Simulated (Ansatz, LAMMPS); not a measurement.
# Site preference of F in place of O in glassy 74TiO2-26ZrO2 (mol %) (105 atoms), part 2 of 2

Aim: make F in place of O at several sites of glassy 74TiO2-26ZrO2 (mol %) (105 atoms), relax each, and compare their energies.

Ansatz 0.2.0; Kohn-Sham DFT, PBEsol, PAW (set soft_2), plane waves.

The cell: 26 Ti, 9 Zr and 70 O. The quench rate of 50 K/ps is many orders above laboratory rates. The network of bonds at the start is that of the classical potential that made the cell. Sampling is at Γ alone, for a cell whose shortest periodic width is 11 Å.

So far. Step 2 (Single point at the start): The r.m.s. force at the start is 0.63 eV/Å. Step 3 (Relaxation): The relaxation converged after 19 steps, 4.69 eV below its start, with a largest force component of 0.049 eV/Å.

### 5. F on a site of O, site O86

The site has 2 bonded neighbours (Ti2) at 1.85 Å on average, by cutoffs that count no bonds between two metal atoms or like ions. The change is made in the relaxed cell and the atoms are relaxed again, with spin allowed.

The input, input.yaml:

```yaml
crystal:
  lattice:
    - [11.07581, 0.0, 0.0]
    - [0.0, 11.07581, 0.0]
    - [0.0, 0.0, 11.07581]
  atoms:
    [... atom lines 1 to 82 left out ...]
    - { symbol: O, position: [0.64895, 0.46437, 0.0448] }
    - { symbol: O, position: [0.4417, 0.47059, 0.73586] }
    - { symbol: O, position: [0.57514, 0.01622, 0.03395] }
    - { symbol: F, position: [0.0516, 0.39671, 0.83594], spin: 0.6 }
    - { symbol: O, position: [0.89664, 0.78527, 0.54188] }
    - { symbol: O, position: [0.20471, 0.46974, 0.35624] }
    - { symbol: O, position: [0.55233, 0.67048, 0.22639] }
    [... atom lines 90 to 105 left out ...]
magnetization:
  spin_polarized: true
kpoints:
  mp_grid: { grid: [1, 1, 1] }
hamiltonian:
  xc: pbesol
scf:
  occupations: { method: fermi_dirac, width: 0.025 }
  lower_state_search: "off"
output:
  forces: true
  eigenvalues: true
relax:
  f_tol: 0.05
  max_steps: 90
```

Launch:

```sh
$ ansatz run input.yaml --threads 4 --pin off --max-ram 8192MiB --backend cpu --events-out ev --progress --plain --runs-dir out
```

Numbers of over 12 decimals in the logs are rounded to 6 here.

What it wrote:

```text
[...]
Crystal: 105 atoms, lattice volume = 1358.709 Å³
Basis set: ecut = 420 eV, 26745 PW (Γ), exchange–correlation on 150×150×150 points (8 copies of the dense FFT grid, shifted against one another)
Bands: 527, of which v1, the nominal top of the filled ones, is band 421 counted from 1 (420 counted from 0)
Symmetry: 1 space group operations
[...]
k-points: 1
[...]
Starting moments: Σ|m| = 1.8 μB on 3 of 105 sites
[...]
SCF iter   1: F=—  HF=-141138.915504 eV  |F-HF|=—  |Δ(HF+E_count)|=         —  Δρ=4.18e-2 (↑4.18e-2 ↓3.67e-2)  dr2=1.10e2  dr2_m=7.31e-1  M=0.012 μB ∫|m|=0.434 μB  β_m=0.30  ethr=3.10e-3  ⟨swp⟩=4.0  Hψ=3774  notcnv=0  defer=67
[...]
spin=Collinear: Kerker preconditioning applied to the charge; magnetization (m = ρ↑ − ρ↓) channel mixes plain (no charge-response kernel on spin).
SCF iter   2: F=—  HF=-141128.405990 eV  |F-HF|=—  |Δ(HF+E_count)|=    1.05e1  Δρ=2.27e-2 (↑2.27e-2 ↓2.16e-2)  dr2=4.03e1  dr2_m=4.45e-1  M=0.022 μB ∫|m|=0.270 μB  β_m=0.30  ethr=3.10e-3  ⟨swp⟩=2.5  Hψ=1851  notcnv=0  defer=139
[...]
spin=Collinear: Resta preconditioning applied to the charge; magnetization (m = ρ↑ − ρ↓) channel mixes plain (no charge-response kernel on spin).
SCF iter   3: F=—  HF=-141123.189742 eV  |F-HF|=—  |Δ(HF+E_count)|=    5.22e0  Δρ=1.56e-2 (↑1.56e-2 ↓1.53e-2)  dr2=2.18e1  dr2_m=2.28e-1  M=0.056 μB ∫|m|=0.272 μB  β_m=0.30  ethr=3.10e-3  ⟨swp⟩=2.0  Hψ=1284  notcnv=0  defer=128
[...]
SCF iter   8: F=—  HF=-141118.914709 eV  |F-HF|=—  |Δ(HF+E_count)|=   1.14e-1  Δρ=5.29e-3 (↑5.29e-3 ↓2.42e-3)  dr2=9.84e-1  dr2_m=6.26e-2  M=0.996 μB ∫|m|=1.098 μB  β_m=0.30  ethr=7.64e-5  ⟨swp⟩=5.0  Hψ=1882  notcnv=0  defer=148
[...]
spin-set hold released at iteration 8 (site moments contracting): the magnetisation degrees of freedom join the quasi-Newton model from the next iteration; the mixer history was flushed
SCF iter   9: F=—  HF=-141118.904592 eV  |F-HF|=—  |Δ(HF+E_count)|=   1.01e-2  Δρ=3.72e-3 (↑3.72e-3 ↓1.65e-3)  dr2=5.40e-1  dr2_m=3.41e-2  M=0.838 μB ∫|m|=0.969 μB  β_m=0.26  ethr=7.64e-5  ⟨swp⟩=3.0  Hψ=2137  notcnv=0  defer=149
[...]
SCF iter  22: F=-141118.957288 eV  HF=-141118.957288 eV  |F-HF|=3.30e-7  |Δ(HF+E_count)|=   2.39e-6  Δρ=7.90e-6 (↑7.90e-6 ↓3.82e-6)  dr2=2.56e-6  dr2_m=1.55e-7  M=0.971 μB ∫|m|=1.164 μB  ethr=9.87e-10  ⟨swp⟩=2.0  Hψ=3258  notcnv=0
SCF 1 converged in 22 iterations: F = -141118.957288 eV  dr2 = 2.56e-6
[...]
relax step   1: F+E_penalty+E_count = -141118.95728773 eV  Δ(F+E_penalty+E_count) = +0.000e0 eV  max|allowed force component| = 3.761e0 eV/Å  Δτ_max = 0.0000 Å  (22 SCF iters, dr2 threshold 6.25e-5 eV, accepted)
[... from here on, the SCF cycles and remarks between the steps are left out ...]
relax step   2: F+E_penalty+E_count = -141119.39326050 eV  Δ(F+E_penalty+E_count) = -4.360e-1 eV  max|allowed force component| = 1.583e0 eV/Å  Δτ_max = 0.0791 Å  (10 SCF iters, dr2 threshold 1.00e-4 eV, accepted)
relax step   3: F+E_penalty+E_count = -141119.56043972 eV  Δ(F+E_penalty+E_count) = -1.672e-1 eV  max|allowed force component| = 4.089e-1 eV/Å  Δτ_max = 0.0623 Å  (10 SCF iters, dr2 threshold 1.00e-4 eV, accepted)
relax step   4: F+E_penalty+E_count = -141119.61737915 eV  Δ(F+E_penalty+E_count) = -5.694e-2 eV  max|allowed force component| = 4.363e-1 eV/Å  Δτ_max = 0.0551 Å  (11 SCF iters, dr2 threshold 1.12e-5 eV, accepted)
relax step   5: F+E_penalty+E_count = -141119.64874833 eV  Δ(F+E_penalty+E_count) = -3.137e-2 eV  max|allowed force component| = 5.167e-1 eV/Å  Δτ_max = 0.0491 Å  (10 SCF iters, dr2 threshold 1.27e-5 eV, accepted)
relax step   6: F+E_penalty+E_count = -141119.64123163 eV  Δ(F+E_penalty+E_count) = +7.517e-3 eV  max|allowed force component| = 5.300e-1 eV/Å  Δτ_max = 0.1370 Å  (9 SCF iters, dr2 threshold 1.00e-4 eV, rejected (line search))
relax step   7: F+E_penalty+E_count = -141119.69048564 eV  Δ(F+E_penalty+E_count) = -4.174e-2 eV  max|allowed force component| = 7.070e-2 eV/Å  Δτ_max = 0.0666 Å  (13 SCF iters, accepted)
relax step   8: F+E_penalty+E_count = -141119.70420824 eV  Δ(F+E_penalty+E_count) = -1.372e-2 eV  max|allowed force component| = 1.099e-1 eV/Å  Δτ_max = 0.0812 Å  (15 SCF iters, accepted)
relax step   9: F+E_penalty+E_count = -141119.70961245 eV  Δ(F+E_penalty+E_count) = -5.404e-3 eV  max|allowed force component| = 1.246e-1 eV/Å  Δτ_max = 0.0191 Å  (12 SCF iters, accepted)
relax step  10: F+E_penalty+E_count = -141119.62433072 eV  Δ(F+E_penalty+E_count) = +8.528e-2 eV  max|allowed force component| = 6.724e-1 eV/Å  Δτ_max = 0.2000 Å  (10 SCF iters, dr2 threshold 1.55e-5 eV, rejected (line search))
relax step  11: F+E_penalty+E_count = -141119.72126665 eV  Δ(F+E_penalty+E_count) = -1.165e-2 eV  max|allowed force component| = 7.508e-2 eV/Å  Δτ_max = 0.0666 Å  (15 SCF iters, accepted)
relax step  12: F+E_penalty+E_count = -141119.69550167 eV  Δ(F+E_penalty+E_count) = +2.576e-2 eV  max|allowed force component| = 2.876e-1 eV/Å  Δτ_max = 0.1000 Å  (16 SCF iters, rejected (line search))
relax step  13: F+E_penalty+E_count = -141119.72630816 eV  Δ(F+E_penalty+E_count) = -5.042e-3 eV  max|allowed force component| = 8.640e-2 eV/Å  Δτ_max = 0.0487 Å  (15 SCF iters, accepted)
relax step  14: F+E_penalty+E_count = -141119.72730271 eV  Δ(F+E_penalty+E_count) = -9.946e-4 eV  max|allowed force component| = 3.278e-2 eV/Å  Δτ_max = 0.0122 Å  (9 SCF iters, dr2 threshold 2.71e-6 eV, accepted)
relax step  15: F+E_penalty+E_count = -141119.72730285 eV  Δ(F+E_penalty+E_count) = -1.366e-7 eV  max|allowed force component| = 3.280e-2 eV/Å  Δτ_max = 0.0000 Å  (3 SCF iters, accepted)
SCF converged after 3 iterations
Magnetization: 0.9756 μB (420.9878 up, 420.0122 down)
Absolute magnetization: 1.2069 μB (∫|ρ↑−ρ↓|, with the PAW one-centre terms)
[...]
Per-site moments (μB) at R_I (Å): [(0.018204, 0.748119), (0.030181, 0.761516), (0.00191497, 0.726783), (0.031847, 0.761259), (0.00215809, 0.744295), [...]
Free energy (F): -141119.727303 eV
[...]
Internal energy: -141119.699593 eV  (E = F + TS)
E sigma→0 (E₀):  -141119.713448 eV
Entropy (-TS):   -0.027709 eV (-0.264 meV/atom)
Fermi energy:    9.196369 eV
[...]
--- Forces (eV/Å), atoms counted from 1 ---
  atom   1  Ti     0.00783557     0.00611137     0.00954807
  atom   2  Ti    -0.00708761     0.00021102     0.00274835
  atom   3  Ti     0.01339030     0.01541642    -0.00553616
  atom   4  Ti     0.00798976     0.01385340     0.00075870
  atom   5  Ti     0.02802479     0.00223330    -0.00584407
  atom   6  Ti     0.00161327     0.00732699     0.00113398
  atom   7  Ti     0.00615149    -0.01544350    -0.00624399
  atom   8  Ti     0.00472626     0.00614999     0.00682765
  atom   9  Ti     0.00077727    -0.00412060     0.00721598
  atom  10  Ti     0.00081788    -0.00211152    -0.00819144
  atom  11  Ti    -0.00095313    -0.01958799     0.01018967
  atom  12  Ti     0.00537676     0.00041566     0.01165319
  atom  13  Ti     0.00825582     0.02102865    -0.00560763
  atom  14  Ti     0.00662854    -0.01561784    -0.00802240
[...]
atom 104  O      0.00480090    -0.00728377     0.00364926
  atom 105  O      0.00206173     0.00301612     0.00157003
  max |Σ_I F_I| component: 1.48e-4 eV/Å
--- Band table (eV) ---
[...]
--- Relaxed structure (15 steps of the walk, 12 accepted, 0 SCFs on fresh bases) ---
  F+E_penalty+E_count = -141119.72730285 eV   max|allowed force component| = 3.280e-2 eV/Å
  atoms:
    - { symbol: Ti, position: [0.174669, 0.188116, 0.675098] }
    - { symbol: Ti, position: [0.597411, 0.575946, 0.715333] }
    - { symbol: Ti, position: [0.699474, 0.845634, 0.787443] }
    - { symbol: Ti, position: [0.367291, 0.156753, 0.459793] }
[...]
- { symbol: O, position: [0.363456, 0.846932, 0.074554] }
```

Elapsed: 17 min, on 4 threads of Arm Neoverse V2, shared host; peak memory 3.8 GiB; 68 min of CPU time.

The relaxation converged after 15 steps, 0.770 eV below its start, with a largest force component of 0.033 eV/Å.

A closer look about the F atom, after relaxation: 11 atoms, nearest first, numbered in the order of the input, with positions taken from that point.

```
atom      x      y      z  distance (Å)  bonds  moment (μB)
 F86   0.00   0.00   0.00          0.00      2         0.00
Ti25  -0.53  -0.11  -1.81          1.89      5         0.01
Ti16   1.74  -0.55   1.11          2.14      5         0.02
O103  -0.38  -2.01  -1.50          2.54      3         0.00
 O98   2.11   1.25   0.88          2.60      3         0.00
 O48  -2.11  -0.24   1.59          2.65      3         0.00
 O69   2.26  -1.43  -0.51          2.72      3         0.00
 O90  -1.08   2.32   1.12          2.79      2         0.00
 O68   0.61  -0.52   2.74          2.86      3         0.00
 O65  -0.92   1.80  -2.04          2.87      3         0.00
 O73   0.93  -0.08  -2.73          2.88      2         0.00
```

The column of bonds counts only the pairs O-Ti within 2.64 Å, O-Zr within 2.88 Å, Ti-F within 2.54 Å; other neighbours, such as metal atoms beside each other in a compound, aren't counted, and periodic images can show an atom twice.

The largest move is 0.33 Å, by F86.

### 6. F on a site of O, site O46

The site has 4 bonded neighbours (ZrTi3) at 2.16 Å on average. 

Input and log are left out; they have the form of those shown for this kind of step.

Run time: 8.6 min. Hardware: 4 threads of Arm Neoverse V2, shared host; peak memory 3.7 GiB.

The relaxation converged after 7 steps, 0.841 eV below its start, with a largest force component of 0.048 eV/Å.

### 7. F on a site of O, site O89

The site has 3 bonded neighbours (ZrTi2) at 2.03 Å on average. 

Input and log are left out; they have the form of those shown for this kind of step.

Elapsed: 10 min, on 4 threads of Arm Neoverse V2, shared host; peak memory 3.7 GiB.

The relaxation was stopped at its limit after 8 steps, 0.978 eV below its start, with a largest force component of 0.11 eV/Å.

A closer look about the F atom, after relaxation: 14 atoms, nearest first, numbered in the order of the input, with positions taken from that point.

```
atom      x      y      z  distance (Å)  bonds
 F89   0.00   0.00   0.00          0.00      3
Ti11  -0.17  -1.66  -1.16          2.03      5
 Ti7   0.29  -0.97   1.84          2.10      6
Zr30   0.03   1.58  -1.80          2.39      7
 O72  -0.39  -0.34  -2.35          2.40      2
 O51   0.57  -2.38   0.69          2.54      3
 O54  -0.31   1.11   2.30          2.57      3
 O67   2.04  -0.06   1.65          2.62      3
 O99   1.73   2.09  -0.56          2.77      3
Ti14   2.77   0.69   0.08          2.86      4
 O40  -0.61   2.81   0.12          2.88      3
 O49   2.63  -0.46  -1.30          2.97      2
 O80  -1.53  -1.12   2.32          3.00      3
 O70  -1.80  -2.29  -0.78          3.01      2
```

The column of bonds counts only the pairs O-Ti within 2.64 Å, O-Zr within 2.82 Å, Ti-F within 2.54 Å, Zr-F within 2.77 Å; other neighbours, such as metal atoms beside each other in a compound, aren't counted, and periodic images can show an atom twice.

The largest move is 0.26 Å, by O59.

### 8. The sites compared

All these cells hold the same atoms, so their energies can be compared with no chemical potential.

```
 site  neighbours  mean distance (Å)  atoms within 6 Å  energy over the best site (eV)  before relaxation (eV)  gain on relaxing (eV)  moment (μB)
  O86         Ti2               1.85                69                            0.00                    0.00                   0.77          1.0
O89 *       ZrTi2               2.03                68                            0.38                    0.59                   0.98            -
  O46       ZrTi3               2.16                68                            0.77                    0.84                   0.84          1.0
```

* The relaxation didn't finish, so this cell's energy would fall further, and differences against it can move either way. Neighbours are those of the relaxed host within 2.64 Å (O-Ti), 2.83 Å (O-Zr); other pairs aren't counted.

### 9. Outcome

The cheapest site is O86 (2 neighbours, Ti2); the dearest, O46 (4 neighbours, ZrTi3), costs 0.77 eV more. By coordination the energies over the best site are 0.00 eV with 2 neighbours, 0.38 eV with 3 neighbours and 0.77 eV with 4 neighbours. Relaxation gains 0.77 to 0.98 eV and leaves the best site the same.

**Limits.** Defects are neutral and interact with their images. The reference ran with gaussian smearing of 0.025 eV, but 3 of the 3 defect cells with fermi-dirac smearing of 0.025 eV, spin polarised. In a disordered cell the relaxation can also rearrange atoms far from the site. In the spin-polarised runs the search for a state of lower energy was switched off. Only 3 of the 70 O sites were tried; unless symmetry makes the others alike to these, a cheaper one may exist. A local or semilocal functional tends to spread out the unpaired spin of such defects. The pressure of -4.1 GPa means that a free cell would contract at this level.

The DFT runs together took 43 min of wall time.

[Logs are printed without paths, hosts, clocks, repeated set-up lines and the standing remarks that a program may print on its own settings, such as how far it seeks lower states.]

[Hosts, paths, dates, database ids (printed as entryN), source tags and the programs' standing remarks are cut or masked in the printed files.]
